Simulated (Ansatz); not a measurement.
## What Hg2C (model cell, started as antifluorite) distorts into

Aim: this structure of Hg2C (model cell, started as antifluorite) is to be tested for unstable modes, and one is followed downhill.

Calculated with Ansatz 0.2.0; DFT PBE, scalar-relativistic, plane waves, PAW.

This is a report of a sequence of runs, with most program output left out.

The structure was built from a prototype and need not be the compound's stable phase.

**1. Starting point**

Symmetry: Fm-3m, No. 225, cubic system. The conventional cell has a = 6.064 Å, b = 6.064 Å, c = 6.064 Å, α = 90.00°, β = 90.00°, γ = 90.00°. C has 8 Hg at 2.63 Å nearest. Nearest to Hg lie 4 C at 2.63 Å. Farther neighbours are not listed.

As a file:

```cif
data_structure
_symmetry_space_group_name_H-M 'Fm-3m'
_symmetry_Int_Tables_number 225
_cell_length_a 6.0637
_cell_length_b 6.0637
_cell_length_c 6.0637
_cell_angle_alpha 90.000
_cell_angle_beta 90.000
_cell_angle_gamma 90.000
_cell_volume 222.95
loop_
_atom_site_label
_atom_site_type_symbol
_atom_site_symmetry_multiplicity
_atom_site_Wyckoff_symbol
_atom_site_fract_x
_atom_site_fract_y
_atom_site_fract_z
_atom_site_occupancy
C1 C 4 a 0.00000 0.00000 0.00000 1
Hg1 Hg 8 c 0.25000 0.75000 0.75000 1
```

**2. Phonons on a q mesh**

The cell comes from relaxations at this level that are not shown. Stability and thermal properties need the whole zone. Linear response on a 4×4×4 q mesh gives force constants as far as a supercell of that size would.

input.yaml

```yaml
crystal:
  lattice:
    - [0.0, 3.0318533739, 3.0318533739]
    - [3.0318533739, 0.0, 3.0318533739]
    - [3.0318533739, 3.0318533739, 0.0]
  atoms:
    - { symbol: C, position: [0.0, 0.0, 0.0] }
    - { symbol: Hg, position: [0.25, 0.25, 0.25] }
    - { symbol: Hg, position: [0.75, 0.75, 0.75] }
kpoints:
  mp_grid: { grid: [12, 12, 12] }
hamiltonian:
  xc: pbe
scf:
  occupations: { method: methfessel_paxton, width: 0.2 }
output:
  eigenvalues: true
phonons:
  method: dfpt
  qmesh: [4, 4, 4]
  temperatures: { t_max: 1000, t_step: 50 }
  qpath:
    path:
      - [[0.0, 0.0, 0.0], [0.5, 0.0, 0.5], [0.625, 0.25, 0.625]]
      - [[0.375, 0.375, 0.75], [0.0, 0.0, 0.0], [0.5, 0.5, 0.5], [0.5, 0.25, 0.75], [0.5, 0.0, 0.5]]
    npoints: 10
```

Run with:

```bash
$ ansatz run input.yaml --threads 4 --pin off --max-ram 7168MiB --backend cpu --events-out ev --progress --plain --runs-dir out
```

Run time: 8.2 min. Hardware: 4 threads of Arm Neoverse V2, shared host; peak memory 4.8 GiB.

Numbers from this step:

| Item | Value |
| --- | --- |
| volume per atom | 18.58 Å³ |
| gap on the k-mesh | 0 eV |
| sum-rule residual before enforcement | 2.34e-5 eV/Å² |
| lowest frequency on the path | -245.9 cm⁻¹ |
| point group | m-3m |
| highest frequency on the path or at a solved wavevector | 243.3 cm⁻¹ |
| highest optical mode at the zone centre (no LO-TO term) | 86.43 cm⁻¹ |
| lowest optical zone-centre mode | -245.8 cm⁻¹ |
| lowest mode on the q mesh (acoustic modes at Γ apart) | -245.8 cm⁻¹ |

Frequencies (cm⁻¹) solved at each irreducible wavevector; negative means imaginary. Frequencies by wavevector, by row:

```
q in reciprocal lattice units  star  mode 1  mode 2  mode 3  mode 4  mode 5  mode 6  mode 7  mode 8  mode 9
                        0 0 0     1  -245.8  -245.8  -245.8       0       0       0    86.4    86.4    86.4
                     0 0 0.25     8  -191.2  -191.2    29.7    29.7    44.6      79      79    79.4   121.9
                     0 0 -0.5     4  -214.5  -214.5    42.5    52.2    52.2    63.4    63.4    85.3   173.1
                  0 0.25 0.25     6  -130.8  -130.8    12.3    12.3      54    77.8    87.5    87.5   157.2
                  0 0.25 -0.5    24   -75.6   -33.3    24.5    26.8    76.9    86.7    98.7   160.8   208.9
                 0 0.25 -0.25    12   -63.3   -33.3    50.5    58.5    59.9    73.6    90.5   163.8     172
                  0 -0.5 -0.5     3   -52.4   -35.5   -35.5   -20.9   -20.9   108.7   108.7   114.2   238.6
              0.25 -0.5 -0.25     6   -54.2   -19.7      57      57    87.1   104.4   192.9   212.5   212.5
```

Interpolated from a 4×4×4 q mesh. The phonon branches at the labelled points (cm⁻¹):

```
    point  branch 1  branch 2  branch 3  branch 4  branch 5  branch 6  branch 7  branch 8  branch 9
        Γ      -246      -246      -246         0         0         0        86        86        86
  halfway      -131      -131        12        12        54        78        88        88       157
        X       -52       -36       -36       -21       -21       109       109       114       239
  halfway       -53       -16       -10        21        67       111       111       135       242
        U       -50        14        28        49        79       106       114       189       241
jump to K       -50        14        28        49        79       106       114       189       241
  halfway      -142       -59        46        52        63        69        70        82       129
        Γ      -246      -246      -246         0         0         0        86        86        86
  halfway      -191      -191        30        30        45        79        79        79       122
        L      -214      -214        42        52        52        63        63        85       173
  halfway       -59       -29        24        55        60        86        96       138       203
        W       -54       -20        57        57        87       104       193       212       212
  halfway       -53       -20        25        65        75       110       136       148       242
        X       -52       -36       -36       -21       -21       109       109       114       239
```

Symmetry leaves 8 wavevectors to solve. The lowest mode among them, the acoustic zeros apart, lies at Γ and is imaginary, 245.8i cm⁻¹, so the energy falls along it.

**3. The mode frozen in, largest atomic shift 0 Å**

The mode followed lies at Γ with frequency 245.9i cm⁻¹ and is 3-fold degenerate, the softest among the wavevectors solved. At small amplitude the distorted cell has space group no. 160 by a symmetry search on the positions. The undistorted cell that holds it gives the zero of energy on the same k mesh.

input.yaml, the sections that differ from step 2:

```yaml
output:
  forces: true
  stress: true
  eigenvalues: true
# crystal, kpoints, hamiltonian, scf: as in step 2
# phonons: removed
```

Elapsed: 1 s, on 4 threads; peak memory 0.38 GiB.

This step gave:

| Item | Value |
| --- | --- |
| pressure | -2.48e-4 GPa |
| energy from the undistorted cell | 0 meV/atom |

The run ends at a pressure of 0.00 GPa.

**4. The mode frozen in, largest atomic shift 0.45 Å**

The atoms are moved along the unstable eigenvector, the largest shift by 0.45 Å, with the cell fixed.

input.yaml, the sections that differ from step 3:

```yaml
crystal:
  lattice:
    - [0.0, 3.0318533739, 3.0318533739]
    - [3.0318533739, 0.0, 3.0318533739]
    - [3.0318533739, 3.0318533739, 0.0]
  atoms:
    - { symbol: C, position: [-0.1285390102, 0.0428463367, 0.0428463367] }
    - { symbol: Hg, position: [0.2538483141, 0.2487172286, 0.2487172286] }
    - { symbol: Hg, position: [0.7538483141, 0.7487172286, 0.7487172286] }
# kpoints, hamiltonian, scf, output: as in step 3
```

Wall time 4.2 s (4 threads); peak memory 0.53 GiB.

Numbers from this step:

* pressure: 3.307 GPa
* energy from the undistorted cell: -31.71 meV/atom

The energy, extrapolated to zero smearing, is -31.71 meV/atom against the undistorted cell.

The run ends at a pressure of 3.31 GPa, with forces up to 0.86 eV/Å.

**5. Energy along the mode, all amplitudes (two of the runs are shown above)**

An imaginary frequency means negative curvature, so the energy should fall and then rise again as anharmonic terms take over.

This step gave:

| Item | Value |
| --- | --- |
| depth at the lowest point sampled | 31.71 meV/atom |
| largest atomic shift at that point | 0.45 Å |

Table of energy from the parent by largest atomic shift:

```csv
largest atomic shift (Å),energy from the parent (meV/atom)
0.000,0
0.040,-0.722
0.080,-2.83
0.140,-8.22
0.220,-18.1
0.320,-30.3
0.450,-31.7
0.600,19.5
```

Displacement at unit largest shift by atom:

```
atom   x (Å)   y (Å)   z (Å)   size
  C1   0.577  -0.577  -0.577  0.999
 Hg2  -0.017   0.017   0.017  0.029
 Hg3  -0.017   0.017   0.017  0.029
```

The lowest of the steps tried is at 0.45 Å, 31.7 meV/atom below the parent; the bottom of the well need not coincide with a step.

**6. Relaxation from the frozen mode**

Starting from the lowest point found, all atoms and the cell are let go, so that strain and other modes of the same symmetry can join in.

Edit input.yaml of step 4 so:

```diff
@@ -19 +19,6 @@
   eigenvalues: true
+relax:
+  adjacent_minimum: "off"
+  f_tol: 0.002
+  max_steps: 120
+  cell: { stress_tol: 0.03 }
```

The job ended after 1.7 min (4 threads; peak memory 0.6 GiB; 6.8 min of CPU time).

Relaxation path:

| step | energy less that of the first step (eV) | largest force component (eV/Å) | pressure (GPa) | volume (Å³) |
| --- | --- | --- | --- | --- |
| 1 | 0.0000 | 0.4978 | 3.31 | 55.74 |
| 2 | -0.1638 | 0.1272 | -0.50 | 59.23 |
| 3 | -0.2438 | 0.1419 | -0.94 | 60.22 |
| 4 | -0.3107 | 0.0776 | -0.55 | 60.06 |
| 5 | -0.3316 | 0.0301 | -0.16 | 59.75 |
| 6 | -0.3321 | 0.0014 | 0.12 | 59.51 |
| 7 | -0.3321 | 0.0012 | -0.02 | 59.63 |
| 8* | -0.3705 | 0.0146 | 0.87 | 59.63 |
| 9 | -0.3978 | 0.0544 | 0.96 | 60.07 |
| 10 | -0.4140 | 0.0984 | 0.48 | 60.97 |
| 11 | -0.4202 | 0.0538 | 0.01 | 61.50 |
| 12 | -0.4210 | 0.0059 | -0.06 | 61.60 |
| 13 | -0.4211 | 0.0025 | 0.01 | 61.54 |
| 14 | -0.4211 | 0.0013 | 0.00 | 61.54 |
| 15* | -0.4275 | 0.0057 | 0.11 | 61.54 |
| 16 | -0.4288 | 0.0060 | 0.12 | 61.65 |
| 17 | -0.4290 | 0.0033 | 0.01 | 61.89 |
| 18 | -0.4290 | 0.0005 | 0.00 | 61.89 |
| 19* | -0.4293 | 0.0009 | 0.00 | 61.89 |

Relaxation steps marked * repeat the geometry before them on a plane-wave basis chosen anew for their cell, so energy and pressure can jump there.

The run keeps the 6 symmetry operations that it works with, so distortions that break them were not tested.

| cell as run | before | after | change |
| --- | --- | --- | --- |
| a (Å) | 4.288 | 5.248 | +22.4 % |
| b (Å) | 4.288 | 3.881 | -9.5 % |
| c (Å) | 4.288 | 3.881 | -9.5 % |
| β (°) | 60.00 | 68.30 | +13.8 % |
| γ (°) | 60.00 | 68.30 | +13.8 % |
| volume (Å³/atom) | 18.58 | 20.63 | +11.0 % |

The atoms that moved most (Å, as changes of fractional coordinates times the final cell):

```csv
atom,dx,dy,dz,length
C1,0.309,-0.309,-0.309,0.536
Hg3,-0.215,0.215,0.215,0.373
Hg2,-0.094,0.094,0.094,0.163
```

Final coordinates:

```
C Hg
1.0
    -0.91039    3.65452    3.65452
     2.74413    0.00000    2.74413
     2.74413    2.74413    0.00000
C Hg
1 2
Cartesian
  0.6615 -0.6615 -0.6615
  1.0400 1.7042 1.7042
  3.2075 5.0248 5.0248
```

Numbers from this step:

```
pressure        : -0.004835 GPa
volume per atom : 20.63 Å³
```

The distorted start has space group R3m; the relaxation ends in R3m.

**7. The new phase in its own primitive cell**

The relaxed structure is symmetrised, reduced to its primitive cell and relaxed tightly, as its phonons need.

input.yaml, the sections that differ from step 6:

```yaml
crystal:
  lattice:
    - [1.940392962, 1.1202863989, 4.7454982447]
    - [-1.940392962, 1.1202863989, 4.7454982447]
    - [0.0, -2.2405727979, 4.7454982447]
  atoms:
    - { symbol: C, position: [0.0804747091, 0.0804747091, 0.0804747091] }
    - { symbol: Hg, position: [0.237284428, 0.237284428, 0.237284428] }
    - { symbol: Hg, position: [0.7225216571, 0.7225216571, 0.7225216571] }
kpoints:
  mp_grid: { grid: [15, 15, 15] }
relax:
  adjacent_minimum: "off"
  f_tol: 0.001
  max_steps: 60
  cell: { stress_tol: 0.01 }
# hamiltonian, scf, output: as in step 6
```

It took 76 s on 4 threads; peak memory 0.82 GiB.

The steps of the relaxation:

```
step  energy less that of the first step (eV)  largest force component (eV/Å)  pressure (GPa)  volume (Å³)
   1                                   0.0000                          0.0049            0.01        61.89
   2                                  -0.0001                          0.0001            0.02        61.88
   3                                   0.0000                          0.0262           -0.11        61.93
   4                                  -0.0001                          0.0086            0.00        61.89
   5                                  -0.0002                          0.0158            0.04        61.80
   6                                  -0.0001                          0.0002            0.00        61.86
  7*                                  -0.0001                          0.0003            0.00        61.86
```

Relaxation steps marked * repeat the geometry before them on a plane-wave basis chosen anew for their cell, so energy and pressure can jump there. Relaxation steps 3, 5 were tried and not accepted.

Forces are held to the 6 operations that the run works with; a distortion that breaks them can't arise in this run.

```
conventional cell, symmetrised  before   after  change
                         a (Å)   3.881   3.888  +0.2 %
                         b (Å)   3.881   3.888  +0.2 %
                         c (Å)  14.236  14.176  -0.4 %
              volume (Å³/atom)   20.63   20.62  -0.0 %
```

The relaxed structure:

```cif
data_structure
_symmetry_space_group_name_H-M 'P 1'
_symmetry_Int_Tables_number 1
_cell_length_a 5.2314
_cell_length_b 5.2314
_cell_length_c 5.2314
_cell_angle_alpha 43.631
_cell_angle_beta 43.631
_cell_angle_gamma 43.631
_cell_volume 61.86
loop_
_atom_site_label
_atom_site_type_symbol
_atom_site_fract_x
_atom_site_fract_y
_atom_site_fract_z
_atom_site_occupancy
C1 C 0.08012 0.08012 0.08012 1
Hg2 Hg 0.23749 0.23749 0.23749 1
Hg3 Hg 0.72267 0.72267 0.72267 1
```

Numbers from this step:

| Property | Result |
| --- | --- |
| pressure | -7.63e-4 GPa |
| volume per atom | 20.62 Å³ |

The largest force component left is 0.29 meV/Å and the pressure is -0.001 GPa, within the tolerances set. The cell now holds 20.62 Å³/atom.

**8. Modes of the new phase, k-mesh 15×15×15**

A relaxed structure may still be a saddle point, so its zone-centre modes are computed. No field response is asked, since the mesh shows no gap.

input.yaml, the sections that differ from step 7:

```yaml
crystal:
  lattice:
    - [1.9440863307, 1.1224187663, 4.7252239511]
    - [-1.9440863307, 1.1224187663, 4.7252239511]
    - [0.0, -2.2448375327, 4.7252239511]
  atoms:
    - { symbol: C, position: [0.0801191414, 0.0801191414, 0.0801191414] }
    - { symbol: Hg, position: [0.2374877755, 0.2374877755, 0.2374877755] }
    - { symbol: Hg, position: [0.7226738773, 0.7226738773, 0.7226738773] }
output:
  eigenvalues: true
phonons:
  method: dfpt
# kpoints, hamiltonian, scf: as in step 7
# relax: removed
```

Run time: 4.3 min. Hardware: 4 threads; peak memory 3.5 GiB.

This step gave:

```
sum-rule residual before enforcement                    : 4.99e-5 eV/Å²
point group                                             : 3m
highest optical mode at the zone centre (no LO-TO term) : 356.9 cm⁻¹
lowest optical zone-centre mode                         : 21.04 cm⁻¹
```

Patterns of degenerate modes are one choice out of their space. The modes at Γ (shares of kinetic energy by element, %):

```
mode  frequency (cm⁻¹)  symmetry  C %  Hg %
   1               0.0  acoustic    3    97
   2               0.0  acoustic    3    97
   3               0.0  acoustic    3    97
   4              21.0         E    4    96
   5              21.0         E    4    96
   6              87.1        A1    2    98
   7             315.7         E   93     7
   8             315.7         E   93     7
   9             356.9        A1   95     5
```

Displacements in mode 5 (21.0 cm⁻¹), the largest set to 1:
```
C1  -0.04 -1.00  0.00
Hg2  0.03  0.87  0.00
Hg3 -0.03 -0.81  0.00
```

Displacements in mode 9 (356.9 cm⁻¹), the largest set to 1:
```
C1   0.00  0.00  1.00
Hg2  0.00  0.00 -0.05
Hg3  0.00  0.00  0.00
```

Before it was imposed, the acoustic sum rule was missed by 5.0e-5 eV/Å². Small misses are needed for a sound result but don't prove that mesh and cutoff are converged. The lowest optical mode is real, 21.0 cm⁻¹.

**9. Summary of results**

| Quantity | Value |
| --- | --- |
| unstable mode of the parent | q = (0, 0, 0), 246i cm⁻¹ |
| depth at the lowest point sampled | 31.7 meV/atom |
| largest atomic shift at that point | 0.45 Å |
| space group reached (within 0.01 Å) | R3m |
| energy gained over the parent (first relaxation, on the mesh of the frozen mode) | 175 meV/atom |
| volume per atom, phase reached | 20.6 Å³ |
| lowest optical zone-centre mode, phase reached | 21.0 cm⁻¹ |
| highest optical mode at the zone centre (no LO-TO term), phase reached | 357 cm⁻¹ |

Along this mode the structure falls into R3m, 175 meV/atom below the parent. At the parent's cell the well is 31.71 meV/atom deep on the steps tried, with its lowest point at a shift of 0.45 Å. Relaxing atoms and cell changes the gain by +142.89 meV/atom against the lowest step (energies at zero smearing). Most of the total comes from this relaxation. The new phase has no imaginary mode at the zone centre of its cell; other wavevectors were not checked. Of the 3 patterns followed to their end from this parent, this one ends 56.2 meV/atom above the lowest, I4mm. Each path keeps the symmetry of its pattern, so a lower phase may lie along a pattern not tried. With no gap, or one that is small against the smearing, the frequencies hang on the k mesh and the smearing, most of all near Kohn anomalies. Spin-orbit coupling is left out, which can matter for the heavy elements here. The starting cell was built on a prototype and not taken from a measurement, so the phase need not exist.

[Logs are printed without paths, hosts, clocks, repeated set-up lines and the standing remarks that a program may print on its own settings, such as how far it seeks lower states.]

[Hosts, paths, dates, database ids (printed as entryN), source tags and the programs' standing remarks are cut or masked in the printed files.]
